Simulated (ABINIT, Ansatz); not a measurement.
# A GW chain in ABINIT: WSe2 (P6_3/mmc), part 2 of 2

Aim: the G0W0 gap of WSe2 (P6_3/mmc) on PBE, step by step.

ABINIT 10.8.3; PBE and many-body steps on it, plane waves. Known limits of the many-body steps: not at the basis limit; no spin-orbit coupling; coarse k mesh.

So far. Step 2 (Ground state): The gap is indirect, with the least direct gap 0.55 eV higher. Step 3 (Empty states on the mesh, 6×6×1 mesh, 466 bands): On this mesh the gap is 0.978 eV.

The database entry behind the starting cell differs from later determinations by our own check (a about 0.2 % long), so it need not match the best structure at ambient conditions.

## 4. Screening, 6×6×1 mesh, 424 bands, screening to 217.7 eV

The RPA dielectric matrix is built and inverted for each q.

This step: RPA screening on PBE, plane waves, norm-conserving pseudopotentials.

run.abi

```
acell 3*1.0 Angstrom
rprim 
  3.290000000028 -0.000000000007 0.000000000000
  -1.645000000008 2.849223578479 0.000000000000
  0.000000000000 0.000000000000 12.970000000000
ntypat 2
znucl 74 34
natom 6
typat 1 1 2 2 2 2
xred 
  0.333333333333 0.666666666667 0.250000000000
  0.666666666667 0.333333333333 0.750000000000
  0.333333333333 0.666666666667 0.621000000000
  0.666666666667 0.333333333333 0.121000000000
  0.333333333333 0.666666666667 0.879000000000
  0.666666666667 0.333333333333 0.379000000000
pp_dirpath "pseudos"
pseudos "W.upf, Se.upf"
ecut 58
ngkpt 6 6 1
nshiftk 1
shiftk 0 0 0
kptopt 1
chksymbreak 0
istwfk *1
occopt 1
irdwfk 1
optdriver 3
nband 424
ecuteps 8
inclvkb 2
awtr 1
symchi 1
indata_prefix "in"
outdata_prefix "out"
tmpdata_prefix "tmp"
```

Command:

```console
$ OMP_NUM_THREADS=1 mpirun -n 16 abinit run.abi > log
```

Numbers of over 12 decimals in the logs are rounded to 6 here.

The program printed:

```text
.Version 10.8.3 of ABINIT. v10.8.2 released Aug 2026.

 Symmetries : space group P6_3/m m c (#194); Bravais hP (primitive hexag.)
[... echo of the input left out ...]
== DATASET  1 ==================================================================
-   mpi_nproc: 16, omp_nthreads: 1 (-1 if OMP is not activated)

--- !DatasetInfo
iteration_state: {dtset: 1, }
dimensions: {natom: 6, nkpt: 7, mband: 424, nsppol: 1, nspinor: 1, nspden: 1, mpw: 17365, }
cutoff_energies: {ecut:  58.0, pawecutdg:  -1.0, }
electrons: {nelect:   1.24000000E+02, charge:   0.00000000E+00, occopt:   1.00000000E+00, tsmear:   1.00000000E-02, }

 SCREENING: Calculation of the susceptibility and dielectric matrices

 Based on a program developped by R.W. Godby, V. Olevano, G. Onida, and L. Reining.
 Incorporated in ABINIT by V. Olevano, G.-M. Rignanese, and M. Torrent.
.Using double precision arithmetic ; gwpc =  8

[... cell and pseudopotentials left out ...]
--------------------------------------------------------------------------------

 ==== K-mesh for the wavefunctions ====
 Number of points in the irreducible wedge :     7
[... list of points left out ...]
 Together with 24 symmetry operations and time-reversal symmetry
 yields    36 points in the full Brillouin Zone.

 ==== Q-mesh for the screening function ====
 Number of points in the irreducible wedge :     7
[... list of points left out ...]
 Together with 24 symmetry operations and time-reversal symmetry
 yields    36 points in the full Brillouin Zone.

 setmesh: FFT mesh size selected  =    25x   25x  120
          total number of points  =        75000

 vcoul_init : cutoff-mode = AUXILIARY_FUNCTION
 q-points for optical limit:   1
     1)      0.000010    0.000020    0.000030

- screening: taking advantage of time-reversal symmetry
- Maximum band index for partially occupied states nbvw = 62
- Remaining bands to be divided among processors   nbcw = 362
- Number of bands treated by each node ~22

 Number of electrons calculated from density =  124.0000; Expected =  124.0000
 average of density, n =  0.151134
 r_s =    1.1646
 omega_plasma =   37.5005 [eV]

 calculating chi0 at frequencies [eV] :
  1    0.000000E+00    0.000000E+00
  2    0.000000E+00    3.750049E+01

--------------------------------------------------------------------------------
  q-point number  1        q = ( 0.000000, 0.000000, 0.000000) [r.l.u.]
--------------------------------------------------------------------------------
[... chi0 elements left out ...]
 For q-point:  0.000010 0.000020 0.000030
  dielectric constant =  14.9147
  dielectric constant without local fields =  16.6077

  Average fulfillment of the sum rule on Im[epsilon] for q-point    1 :     58.66  [%]
[... wings left out ...]
  q-point number  2        q = ( 0.166667, 0.000000, 0.000000) [r.l.u.]
--------------------------------------------------------------------------------
[... chi0 elements left out ...]
  Average fulfillment of the sum rule on Im[epsilon] for q-point    2 :     59.73  [%]

 [... 5 further q-points ...]
```

Wall time 13 min (16 MPI ranks of Arm Neoverse V2, shared host); peak memory 19 GiB.

This step gave:

```yaml
eps_infinity_with_local_fields_on_this_mesh_along_the_program_s_q_direction: 14.91
the_same_without_local_fields: 16.61
plasma_frequency: 37.50 eV
plane_waves_in_the_screening_matrix: 835
```

Local fields lower ε∞ by 10 %. On a Γ-centred mesh this coarse the value itself is usually too large, while a short band sum pulls it down.

## 5. Self-energy, 6×6×1 mesh, 424 bands, screening to 217.7 eV

The self-energy is evaluated for the states that the input lists, and the levels follow from it, in one-shot runs by the linearised quasiparticle equation.

This step: G0W0 on PBE, plane waves, norm-conserving pseudopotentials.

Edit run.abi of step 4 so:

```diff
@@ -27,8 +27,19 @@
 irdwfk 1
-optdriver 3
+optdriver 4
 nband 424
+gwcalctyp 0
+ecutsigx 58
+symsigma 1
+nkptgw 3
+kptgw 
+  0.0000000000 0.0000000000 0.0000000000
+  0.1666666667 0.1666666667 0.0000000000
+  0.3333333333 0.3333333333 0.0000000000
+bdgw 
+  61 64
+  61 64
+  61 64
 ecuteps 8
-inclvkb 2
-awtr 1
-symchi 1
+irdscr 1
+ppmodel 1
 indata_prefix "in"
```

The program printed:

```text
.Version 10.8.3 of ABINIT. v10.8.2 released Aug 2026.

 Symmetries : space group P6_3/m m c (#194); Bravais hP (primitive hexag.)
[... echo of the input left out ...]
== DATASET  1 ==================================================================
-   mpi_nproc: 16, omp_nthreads: 1 (-1 if OMP is not activated)

--- !DatasetInfo
iteration_state: {dtset: 1, }
dimensions: {natom: 6, nkpt: 7, mband: 424, nsppol: 1, nspinor: 1, nspden: 1, mpw: 17365, }
cutoff_energies: {ecut:  58.0, pawecutdg:  -1.0, }
electrons: {nelect:   1.24000000E+02, charge:   0.00000000E+00, occopt:   1.00000000E+00, tsmear:   1.00000000E-02, }

 SIGMA: Calculation of the GW corrections

 Based on a program developped by R.W. Godby, V. Olevano, G. Onida, and L. Reining.
 Incorporated in ABINIT by V. Olevano, G.-M. Rignanese, and M. Torrent.
.Using double precision arithmetic ; gwpc =  8

[... cell and pseudopotentials left out ...]
--------------------------------------------------------------------------------

 ==== K-mesh for the wavefunctions ====
 Number of points in the irreducible wedge :     7
[... list of points left out ...]
 Together with 24 symmetry operations and time-reversal symmetry
 yields    36 points in the full Brillouin Zone.

 ==== Q-mesh for screening function ====
 Number of points in the irreducible wedge :     7
[... list of points left out ...]
 Together with 24 symmetry operations and time-reversal symmetry
 yields    36 points in the full Brillouin Zone.

 vcoul_init : cutoff-mode = AUXILIARY_FUNCTION
 q-points for optical limit:   1
     1)      0.000010    0.000020    0.000030
 setmesh: FFT mesh size selected  =    40x   40x  180
          total number of points  =       288000

 Number of electrons calculated from density =  124.0000; Expected =  124.0000
 average of density, n =  0.151134
 r_s =    1.1646
 omega_plasma =   37.5005 [eV]

 === KS Band Gaps ===
  >>>> For spin  1
   Minimum direct gap =   1.5238 [eV], located at k-point      :   0.3333  0.3333  0.0000
   Fundamental gap    =   0.9782 [eV], Top of valence bands at :   0.0000  0.0000  0.0000
                                       Bottom of conduction at :   0.1667  0.1667  0.0000
 SIGMA fundamental parameters:
 PLASMON POLE MODEL  1
 number of plane-waves for SigmaX                17365
 number of plane-waves for SigmaC and W            835
 number of plane-waves for wavefunctions         17365
 number of bands                                   424
 number of independent spin polarizations            1
 number of spinorial components                      1
 number of k-points in IBZ                           7
 number of q-points in IBZ                           7
 number of symmetry operations                      24
 number of k-points in BZ                           36
 number of q-points in BZ                           36
 number of frequencies for dSigma/dE                 9
 frequency step for dSigma/dE [eV]                0.25
 number of omega for Sigma on real axis              0
 max omega for Sigma on real axis  [eV]           0.00
 zcut for avoiding poles [eV]                     0.10

 EPSILON^-1 parameters (SCR file):
 dimension of the eps^-1 matrix on file            835
 dimension of the eps^-1 matrix used               835
 number of plane-waves for wavefunctions         17365
 number of bands                                   424
 number of q-points in IBZ                           7
 number of frequencies                               2
 number of real frequencies                          1
 number of imag frequencies                          1

 matrix elements of self-energy operator (all in [eV])

 Perturbative Calculation

--- !SelfEnergy_ee
iteration_state: {dtset: 1, }
kpoint     : [   0.000,    0.000,    0.000, ]
spin       : 1
KS_gap     :    2.641
QP_gap     :    3.064
Delta_QP_KS:    0.423
data: !SigmaeeData |
     Band     E0 <VxcDFT>   SigX SigC(E0)      Z dSigC/dE  Sig(E)    E-E0       E
       61   8.758 -14.840 -17.168   1.627   0.805  -0.243 -15.403  -0.564   8.194
       62   9.827 -16.072 -16.480   0.248   0.794  -0.259 -16.199  -0.127   9.701
       63  12.468 -15.988 -11.529  -4.088   0.801  -0.249 -15.691   0.297  12.765
       64  12.468 -15.988 -11.529  -4.088   0.801  -0.249 -15.691   0.297  12.765

--- !SelfEnergy_ee
iteration_state: {dtset: 1, }
kpoint     : [   0.167,    0.167,    0.000, ]
spin       : 1
KS_gap     :    2.075
QP_gap     :    2.430
Delta_QP_KS:    0.354
data: !SigmaeeData |
     Band     E0 <VxcDFT>   SigX SigC(E0)      Z dSigC/dE  Sig(E)    E-E0       E
       61   8.691 -15.483 -16.597   0.879   0.791  -0.264 -15.668  -0.186   8.505
       62   8.730 -15.625 -16.786   0.906   0.793  -0.262 -15.827  -0.202   8.528
       63  10.806 -14.521 -10.567  -3.764   0.803  -0.246 -14.369   0.152  10.958
       64  11.691 -15.712 -11.247  -4.120   0.796  -0.256 -15.437   0.275  11.966

--- !SelfEnergy_ee
iteration_state: {dtset: 1, }
kpoint     : [   0.333,    0.333,    0.000, ]
spin       : 1
KS_gap     :    1.524
QP_gap     :    1.997
Delta_QP_KS:    0.473
data: !SigmaeeData |
     Band     E0 <VxcDFT>   SigX SigC(E0)      Z dSigC/dE  Sig(E)    E-E0       E
       61   9.388 -14.917 -15.397   0.243   0.796  -0.257 -15.105  -0.188   9.199
       62   9.634 -15.560 -15.904   0.167   0.795  -0.259 -15.700  -0.141   9.493
       63  11.158 -16.264 -11.891  -3.953   0.792  -0.263 -15.931   0.333  11.490
       64  11.158 -16.264 -11.891  -3.953   0.792  -0.263 -15.931   0.333  11.490

== END DATASET(S) ==============================================================
================================================================================

 -outvars: echo values of variables after computation  --------
           etotal      0.0000000000E+00
            nband         424
             nkpt           7
          spgroup         194
 [... the other variables as echoed above ...]

 Calculation completed.
```

Run time: 2.1 min. Hardware: 16 MPI ranks; peak memory 12 GiB.

Numbers from this step:

- G0W0 gap on the points computed: 1.257 eV
- starting gap on the mesh: 0.9782 eV
- k of the valence top: 0, 0, 0
- k of the conduction bottom: 0.1667, 0.1667, 0
- Z at the valence top: 0.794
- Z at the conduction bottom: 0.803
- least direct G0W0 gap on the computed points: 1.997 eV

The gap on the mesh goes from 0.98 eV to 1.26 eV, a correction of +0.28 eV.

Limits: finite bands, cutoff and mesh; no spin-orbit coupling; coarse k mesh. v1 is the top filled band, c1 the lowest empty one. Levels before and after the correction, in eV, zero at the valence-band top of each column:

|  | conduction bottom | valence top |
| --- | --- | --- |
| Kohn-Sham | 0.98 | 0.00 |
| G0W0 | 1.26 | 0.00 |

|  | level | energy (eV) |
| --- | --- | --- |
| Kohn-Sham | Γ v2 | -1.070 |
| Kohn-Sham | Γ v1 | 0.000 |
| Kohn-Sham | Γ c1-c2 | 2.641 |
| Kohn-Sham | (0.167 0.167 0) v2 | -1.137 |
| Kohn-Sham | (0.167 0.167 0) v1 | -1.097 |
| Kohn-Sham | (0.167 0.167 0) c1 | 0.978 |
| Kohn-Sham | (0.167 0.167 0) c2 | 1.863 |
| G0W0 | Γ v2 | -1.507 |
| G0W0 | Γ v1 | 0.000 |
| G0W0 | Γ c1-c2 | 3.064 |
| G0W0 | (0.167 0.167 0) v2 | -1.196 |
| G0W0 | (0.167 0.167 0) v1 | -1.173 |
| G0W0 | (0.167 0.167 0) c1 | 1.257 |
| G0W0 | (0.167 0.167 0) c2 | 2.265 |

## 6. Where the time went

Times are wall times on the hardware named with each run, good to a factor of about two.

| step | time | share | memory (GiB) |
| --- | --- | --- | --- |
| ground state | 82 s | 6 % | 2.4 |
| empty states on the mesh | 7.2 min | 31 % | 1.8 |
| screening | 13 min | 55 % | 19 |
| self-energy | 2.1 min | 9 % | 12 |

## 7. Summary of results

- PBE gap: 0.98 eV, indirect
- G0W0 gap on the mesh: 1.26 eV
- GW settings: 6×6×1 mesh, 424 bands, screening to 217.7 eV, Godby-Needs plasmon pole
- known limits: not at the basis limit; no spin-orbit coupling; coarse k mesh

**Reading.** G0W0 moves the gap on the mesh from 0.98 eV to 1.26 eV (+0.28 eV), with Z of 0.79 and 0.80 at the edges. Local fields lower the RPA ε∞ on this mesh from 16.61 to 14.91; a Γ-centred mesh this coarse tends to raise both, most where the direct gap is narrow, while a short band sum lowers them. Only 3 of the mesh's irreducible points were corrected, so a valley elsewhere could overtake. The dearest step here is «screening». Bands and cutoff are finite, so the gap is not at the basis limit. The miss can reach some tenths of an eV and take either sign; the mesh is an error of its own. In the G0W0 run levels were corrected at 3 k points alone, so a gap called «on the mesh» is the least over those, and an edge elsewhere would be missed. The 6×6×1 mesh is coarse for this cell, which bears on the long-range parts of exchange and screening. The many-body steps are scalar-relativistic: spin-orbit coupling is not in them.

[Paths, hosts, dates, memory and timing lines, banners, echoed tables and standing remarks are left out of the program output.]

[Logs are printed without paths, hosts, clocks, repeated set-up lines and the standing remarks that a program may print on its own settings, such as how far it seeks lower states.]

[Runs of the session that timed out or met a known fault of the program may be left out.]

[Hosts, paths, dates, database ids (printed as entryN), source tags and the programs' standing remarks are cut or masked in the printed files.]

[G0W0 gaps are taken among the corrected bands and points alone; a level outside them can change the order at an edge.]

[Where Ansatz stands beside ABINIT at settings called matched, ABINIT's density can come from a denser mesh and the files from another edition; pairs whose starting gaps differed by over 0.03 eV were left out, so agreement reads better than it is.]
